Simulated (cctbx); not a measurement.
# KSm2NiS4 with cctbx, script by script

Library: cctbx 2025.11. The data are simulated by the first script.

## 1. Simulate the data

run.py:

```python
from cctbx import adptbx, crystal, miller, sgtbx, xray
from cctbx.array_family import flex
from iotbx.shelx import hklf
from scitbx import matrix
import scitbx.random

cs = crystal.symmetry(unit_cell=(3.965, 13.51, 13.827, 90, 90, 90), space_group_symbol='Hall: -C 2c 2')  # Cmcm
atoms = [  # label, site, U (iso, or U11 U22 U33 U12 U13 U23 in A^2), occupancy
    ("Sm1", (0, 0.3653, 0.9367), 0.0061, 1),
    ("Ni1", (0, 0.1589, 0.25), 0.0103, 1),
    ("K1", (0.5, 0.3933, 0.25), 0.0106, 1),
    ("S1", (0, 0, 0), 0.0104, 1),
    ("S2", (0.5, 0.0647, 0.25), 0.0123, 1),
    ("S3", (0, 0.2659, 0.3877), 0.0100, 1),
]
xs = xray.structure(crystal_symmetry=cs)
for label, site, u, occ in atoms:
    u = adptbx.u_cif_as_u_star(cs.unit_cell(), u) if isinstance(u, tuple) else u
    xs.add_scatterer(xray.scatterer(label, site=site, u=u, occupancy=occ))
xs.set_inelastic_form_factors(0.71073, "sasaki")
xs.show_summary()
p1 = xs.expand_to_p1()
ms = miller.build_set(p1, anomalous_flag=True, d_min=0.75)
flex.set_random_seed(528282)
scitbx.random.set_random_seed(528282)
ms = ms.select(flex.random_double(ms.size()) < 0.7)
i = ms.structure_factors_from_scatterers(p1, algorithm="direct").f_calc().as_intensity_array().data()
i = i * 20000 / flex.max(i)
sig = flex.sqrt(i + flex.pow2(0.06 * i) + 8 ** 2)
noise = scitbx.random.variate(scitbx.random.normal_distribution())(i.size())
data = ms.array(data=i + sig * noise, sigmas=sig).set_observation_type_xray_intensity()
with open("data.hkl", "w") as f:
    data.export_as_shelx_hklf(f)
print("reflections written:", data.size(), " <I/sigma> = %.1f" % flex.mean(data.data() / data.sigmas()))
for h, a, b in list(data.sort("data"))[:12]:
    print("%4d%4d%4d %9.1f %7.1f" % (h + (a, b)))
```

```console
$ python run.py
```

```text
Number of scatterers: 6
At special positions: 6
Unit cell: (3.965, 13.51, 13.827, 90, 90, 90)
Space group: C m c m (No. 63)
reflections written: 5076  <I/sigma> = 5.2
  -2   0   0   19323.5  1208.3
   2   0   0   18596.1  1208.3
   1   5   3   11499.8   624.0
   1  -5  -3   11049.8   624.0
   0   0  -6   10852.8   611.5
   0   0   6   10694.5   611.5
  -1   5  -3   10545.2   624.0
  -1  -5   3   10104.1   624.0
  -1  -5  -3    9720.4   624.0
   0  -2  -5    8970.7   540.7
   1   3   2    8813.9   505.1
  -1   3   2    8788.3   505.1
```

Run time: 0.46 s on 1 thread of Arm Neoverse N1 (shared host), peak memory 0.07 GiB.

## 2. Refinement (right model, isotropic)

run.py:

```python
import math
from cctbx import adptbx, crystal, maptbx, sgtbx, xray
from cctbx.array_family import flex
from cctbx.xray import observations
from iotbx.shelx import hklf
from scitbx.lstbx import normal_eqns_solving
from smtbx import absolute_structure, utils
from smtbx.refinement import constraints, least_squares

cs = crystal.symmetry(unit_cell=(3.965, 13.51, 13.827, 90, 90, 90), space_group_symbol='Hall: -C 2c 2')  # Cmcm
atoms = [  # label, site, U (iso, or U11 U22 U33 U12 U13 U23 in A^2), occupancy
    ("Sm1", (0, 0.3669, 0.9371), 0.0200, 1),
    ("Ni1", (0, 0.1562, 0.25), 0.0200, 1),
    ("K1", (0.5, 0.3988, 0.25), 0.0200, 1),
    ("S1", (0, 0, 0), 0.0200, 1),
    ("S2", (0.5, 0.0666, 0.25), 0.0200, 1),
    ("S3", (0, 0.2646, 0.388), 0.0200, 1),
]
xs = xray.structure(crystal_symmetry=cs)
for label, site, u, occ in atoms:
    u = adptbx.u_cif_as_u_star(cs.unit_cell(), u) if isinstance(u, tuple) else u
    xs.add_scatterer(xray.scatterer(label, site=site, u=u, occupancy=occ))
xs.set_inelastic_form_factors(0.71073, "sasaki")
raw = hklf.reader(file_name="data.hkl").as_miller_arrays(crystal_symmetry=cs, anomalous=True)[0]
merged = raw.eliminate_sys_absent().merge_equivalents()
fo2 = merged.array().set_observation_type_xray_intensity()
print("Rint %.3f, %d unique reflections to %.2f A" % (merged.r_int(), fo2.size(), fo2.d_min()))
for sc in xs.scatterers():
    sc.flags.set_grad_site(True)
    sc.flags.set_grad_u_aniso(sc.flags.use_u_aniso())
    sc.flags.set_grad_u_iso(sc.flags.use_u_iso())
obs = fo2.as_xray_observations()
extra = {}
rep = constraints.reparametrisation(xs, [], utils.connectivity_table(xs), **extra)
ls = least_squares.crystallographic_ls(obs, rep, weighting_scheme=least_squares.mainstream_shelx_weighting(a=0, b=0))
print("cycle     R1     wR2    GooF  max shift (A)")
for cycle in range(8):
    ls.build_up()
    r1, wr2, goof = ls.r1_factor(cutoff_factor=2)[0], ls.wR2(), ls.goof()
    old = xs.sites_cart()
    normal_eqns_solving.levenberg_marquardt_iterations(ls, n_max_iterations=3, tau=1e-06, step_threshold=1e-7)
    big = flex.max((xs.sites_cart() - old).norms())
    print("%4d %7.4f %7.4f %7.3f %9.5f" % (cycle + 1, r1, wr2, goof, big))
    ls.build_up(objective_only=True)
    if abs(ls.wR2() - wr2) < 5e-5 and big < 5e-4:
        break
ls.build_up()
print("final R1 %.4f wR2 %.4f GooF %.3f  parameters %d  data/parameter %.1f" % (ls.r1_factor(cutoff_factor=2)[0], ls.wR2(), ls.goof(), ls.n_parameters, fo2.size() / ls.n_parameters))
cov = ls.covariance_matrix_and_annotations()
su = dict(zip(cov.annotations, (math.sqrt(max(v, 0)) for v in cov.matrix.matrix_packed_u_diagonal())))
a2 = cs.unit_cell().reciprocal_parameters()[0] ** -2
print("atom        x        y        z      Ueq    occ   su(xyz)  su(Uiso or U11)")
for sc in xs.scatterers():
    s = max(su.get(sc.label + k, 0) for k in (".x", ".y", ".z"))
    npd = "" if sc.is_positive_definite_u(cs.unit_cell()) else "  NPD"
    print("%-5s %8.5f %8.5f %8.5f %8.4f %6.3f %8.5f %7.4f%s" % ((sc.label,) + sc.site + (sc.u_iso_or_equiv(cs.unit_cell()), sc.occupancy, s, su.get(sc.label + ".uiso", su.get(sc.label + ".u11", 0) * a2), npd)))
fo = fo2.f_sq_as_f()
fc = fo.structure_factors_from_scatterers(xs, algorithm="direct").f_calc()
diff = fo.f_obs_minus_f_calc(1 / math.sqrt(ls.scale_factor()), fc).average_bijvoet_mates()
m = diff.fft_map(symmetry_flags=maptbx.use_space_group_symmetry, resolution_factor=0.25).apply_volume_scaling()
print("difference map: max %.2f min %.2f rms %.2f" % (m.statistics().max(), m.statistics().min(), m.statistics().sigma()))
peaks = m.peak_search(parameters=maptbx.peak_search_parameters(min_distance_sym_equiv=0.6, max_clusters=6)).all()
near = xs.closest_distances(peaks.sites(), distance_cutoff=4)
sps = cs.special_position_settings(min_distance_sym_equiv=0.5)
for k, (x, h) in enumerate(zip(peaks.sites(), peaks.heights())):
    ss = sps.site_symmetry(x)
    print("Q%-3d %7.4f %7.4f %7.4f %4d %7.2f  %.2f A from %s" % ((k + 1,) + tuple(t % 1 for t in ss.exact_site()) + (ss.multiplicity(), h, near.smallest_distances[k], xs.scatterers()[near.i_seqs[k]].label)))
```

```console
$ python run.py
```

```text
Rint 0.049, 545 unique reflections to 0.75 A
cycle     R1     wR2    GooF  max shift (A)
   1  0.1391  0.3172   7.514   0.07409
   2  0.0172  0.0407   0.965   0.00001
final R1 0.0172 wR2 0.0407 GooF 0.965  parameters 13  data/parameter 41.9
atom        x        y        z      Ueq    occ   su(xyz)  su(Uiso or U11)
Sm1    0.00000  0.36530  0.93670   0.0061  1.000  0.00002  0.0001
Ni1    0.00000  0.15883  0.25000   0.0105  1.000  0.00007  0.0002
K1     0.50000  0.39332  0.25000   0.0105  1.000  0.00010  0.0002
S1     0.00000  0.00000  0.00000   0.0102  1.000  0.00000  0.0003
S2     0.50000  0.06472  0.25000   0.0121  1.000  0.00012  0.0003
S3     0.00000  0.26581  0.38767   0.0100  1.000  0.00008  0.0002
difference map: max 1.00 min -1.10 rms 0.24
Q1    0.0000  0.1436  0.5366    8    1.02  2.00 A from S1
Q2    0.1982  0.0353  0.7500    8    0.85  1.24 A from K1
Q3    0.0000  0.4208  0.2078    8    0.83  2.03 A from S2
Q4    0.0000  0.0061  0.2500    4    0.82  1.52 A from K1
Q5    0.1197  0.1107  0.2500    8    0.77  0.81 A from Ni1
Q6    0.0000  0.2621  0.0345    8    0.75  1.08 A from S3
```

Time: 0.59 s.

## 3. Refinement (right model, anisotropic)

run.py, as its changes from the last script of this kind:

```diff
@@ -12,6 +12,6 @@
-    ("Sm1", (0, 0.3669, 0.9371), 0.0200, 1),
-    ("Ni1", (0, 0.1562, 0.25), 0.0200, 1),
-    ("K1", (0.5, 0.3988, 0.25), 0.0200, 1),
-    ("S1", (0, 0, 0), 0.0200, 1),
-    ("S2", (0.5, 0.0666, 0.25), 0.0200, 1),
-    ("S3", (0, 0.2646, 0.388), 0.0200, 1),
+    ("Sm1", (0, 0.3653, 0.9367), 0.0061, 1),
+    ("Ni1", (0, 0.15883, 0.25), 0.0105, 1),
+    ("K1", (0.5, 0.39332, 0.25), 0.0105, 1),
+    ("S1", (0, 0, 0), 0.0102, 1),
+    ("S2", (0.5, 0.06472, 0.25), 0.0121, 1),
+    ("S3", (0, 0.26581, 0.38767), 0.0100, 1),
@@ -23,0 +24 @@
+xs.convert_to_anisotropic()
```

```console
$ python run.py
```

```text
Rint 0.049, 545 unique reflections to 0.75 A
cycle     R1     wR2    GooF  max shift (A)
   1  0.0172  0.0407   0.979   0.00026
   2  0.0170  0.0399   0.958   0.00000
final R1 0.0170 wR2 0.0399 GooF 0.958  parameters 28  data/parameter 19.5
atom        x        y        z      Ueq    occ   su(xyz)  su(Uiso or U11)
Sm1    0.00000  0.36530  0.93670   0.0061  1.000  0.00002  0.0001
Ni1    0.00000  0.15883  0.25000   0.0105  1.000  0.00007  0.0004
K1     0.50000  0.39334  0.25000   0.0105  1.000  0.00010  0.0005
S1     0.00000  0.00000  0.00000   0.0102  1.000  0.00000  0.0006
S2     0.50000  0.06473  0.25000   0.0122  1.000  0.00012  0.0007
S3     0.00000  0.26581  0.38768   0.0099  1.000  0.00008  0.0004
difference map: max 0.99 min -1.15 rms 0.23
Q1    0.0000  0.1412  0.5366    8    1.00  1.97 A from S1
Q2    0.2019  0.0363  0.7500    8    0.93  1.24 A from K1
Q3    0.0000  0.0048  0.2500    4    0.85  1.51 A from K1
Q4    0.0831  0.1114  0.2500    8    0.81  0.72 A from Ni1
Q5    0.0000  0.4193  0.2109    8    0.73  2.04 A from S2
Q6    0.1987  0.2592  0.7160   16    0.71  1.70 A from Ni1
```

Time: 0.62 s.

## 4. Refinement

run.py, as its changes from the last script of this kind:

```diff
@@ -16,2 +16 @@
-    ("S2", (0.5, 0.06472, 0.25), 0.0121, 1),
-    ("S3", (0, 0.26581, 0.38767), 0.0100, 1),
+    ("S2", (0, 0.26581, 0.38767), 0.0100, 1),
@@ -38 +37 @@
-for cycle in range(8):
+for cycle in range(12):
```

```console
$ python run.py
```

```text
Rint 0.049, 545 unique reflections to 0.75 A
cycle     R1     wR2    GooF  max shift (A)
   1  0.1361  0.3148   7.536   0.01499
   2  0.1382  0.3059   7.322   0.00004
final R1 0.1382 wR2 0.3059 GooF 7.322  parameters 24  data/parameter 22.7
atom        x        y        z      Ueq    occ   su(xyz)  su(Uiso or U11)
Sm1    0.00000  0.36544  0.93668   0.0034  1.000  0.00013  0.0010
Ni1    0.00000  0.15772  0.25000   0.0098  1.000  0.00056  0.0030
K1     0.50000  0.39430  0.25000   0.0105  1.000  0.00087  0.0045
S1     0.00000  0.00000  0.00000   0.0069  1.000  0.00000  0.0051
S2     0.00000  0.26518  0.38822   0.0076  1.000  0.00065  0.0037
difference map: max 59.80 min -4.01 rms 1.83
Q1    0.0000  0.4359  0.7500    4   59.96  2.35 A from Ni1
Q2    0.0000  0.3641  0.5636    8   21.75  0.02 A from Sm1
Q3    0.0000  0.1693  0.2500    4   15.97  0.16 A from Ni1
Q4    0.0000  0.1136  0.7500    4    8.26  0.11 A from K1
Q5    0.0000  0.0000  0.0000    4    5.04  0.00 A from S1
Q6    0.0000  0.2811  0.1244    8    4.40  0.28 A from S2
```

Time: 0.67 s.

This run holds a fault made on purpose: atom left out: S2.

## 5. Refinement

run.py, as its changes from the last script of this kind:

```diff
@@ -16 +16,2 @@
-    ("S2", (0, 0.26581, 0.38767), 0.0100, 1),
+    ("S2", (0.5, 0.06472, 0.25), 0.0121, 1),
+    ("S3", (0, 0.26581, 0.38767), 0.0100, 1),
@@ -22 +23 @@
-xs.set_inelastic_form_factors(0.71073, "sasaki")
+# no anomalous dispersion
```

```console
$ python run.py
```

```text
Rint 0.049, 545 unique reflections to 0.75 A
cycle     R1     wR2    GooF  max shift (A)
   1  0.0195  0.0486   1.168   0.00062
   2  0.0174  0.0409   0.982   0.00000
final R1 0.0174 wR2 0.0409 GooF 0.982  parameters 28  data/parameter 19.5
atom        x        y        z      Ueq    occ   su(xyz)  su(Uiso or U11)
Sm1    0.00000  0.36530  0.93670   0.0063  1.000  0.00002  0.0001
Ni1    0.00000  0.15882  0.25000   0.0090  1.000  0.00007  0.0004
K1     0.50000  0.39333  0.25000   0.0093  1.000  0.00011  0.0005
S1     0.00000  0.00000  0.00000   0.0093  1.000  0.00000  0.0006
S2     0.50000  0.06477  0.25000   0.0112  1.000  0.00013  0.0007
S3     0.00000  0.26580  0.38767   0.0090  1.000  0.00009  0.0004
difference map: max 1.05 min -1.14 rms 0.24
Q1    0.0000  0.1479  0.5370    8    1.06  2.06 A from S1
Q2    0.0000  0.1124  0.2500    4    0.97  0.63 A from Ni1
Q3    0.0000  0.0063  0.2500    4    0.89  1.53 A from K1
Q4    0.1976  0.0338  0.7500    8    0.83  1.26 A from K1
Q5    0.0000  0.4209  0.2080    8    0.81  2.03 A from S2
Q6    0.2185  0.2635  0.7207   16    0.73  1.58 A from Ni1
```

Time: 0.66 s.

This run holds a fault made on purpose: anomalous dispersion left out.

## 6. Refinement

run.py, as its changes from the last script of this kind:

```diff
@@ -23 +23 @@
-# no anomalous dispersion
+xs.set_inelastic_form_factors(1.54184, "sasaki")
```

```console
$ python run.py
```

```text
Rint 0.049, 545 unique reflections to 0.75 A
cycle     R1     wR2    GooF  max shift (A)
   1  0.0635  0.1760   4.229   0.00467
   2  0.0302  0.0949   2.281   0.00008
final R1 0.0302 wR2 0.0949 GooF 2.281  parameters 28  data/parameter 19.5
atom        x        y        z      Ueq    occ   su(xyz)  su(Uiso or U11)
Sm1    0.00000  0.36539  0.93666   0.0057  1.000  0.00004  0.0003
Ni1    0.00000  0.15869  0.25000  -0.0027  1.000  0.00017  0.0009  NPD
K1     0.50000  0.39367  0.25000   0.0140  1.000  0.00025  0.0013
S1     0.00000  0.00000  0.00000   0.0126  1.000  0.00000  0.0015
S2     0.50000  0.06461  0.25000   0.0135  1.000  0.00029  0.0016
S3     0.00000  0.26572  0.38775   0.0128  1.000  0.00021  0.0011
difference map: max 3.77 min -1.83 rms 0.42
Q1    0.0000  0.1189  0.2500    4    3.88  0.54 A from Ni1
Q2    0.0000  0.3659  0.5598    8    2.82  0.05 A from Sm1
Q3    0.0000  0.1737  0.2500    4    2.28  0.20 A from Ni1
Q4    0.0000  0.2649  0.0208    8    2.12  1.26 A from S3
Q5    0.0000  0.4443  0.1114    8    1.65  2.41 A from S3
Q6    0.0000  0.0190  0.1089    8    1.65  1.53 A from S1
```

It took 0.62 s on 1 thread of Arm Neoverse N1, on a shared host, peak memory 0.09 GiB.

This run holds a fault made on purpose: dispersion terms of the wrong wavelength.

[Logs are printed without paths, hosts, clocks, repeated set-up lines and the standing remarks that a program may print on its own settings, such as how far it seeks lower states.]
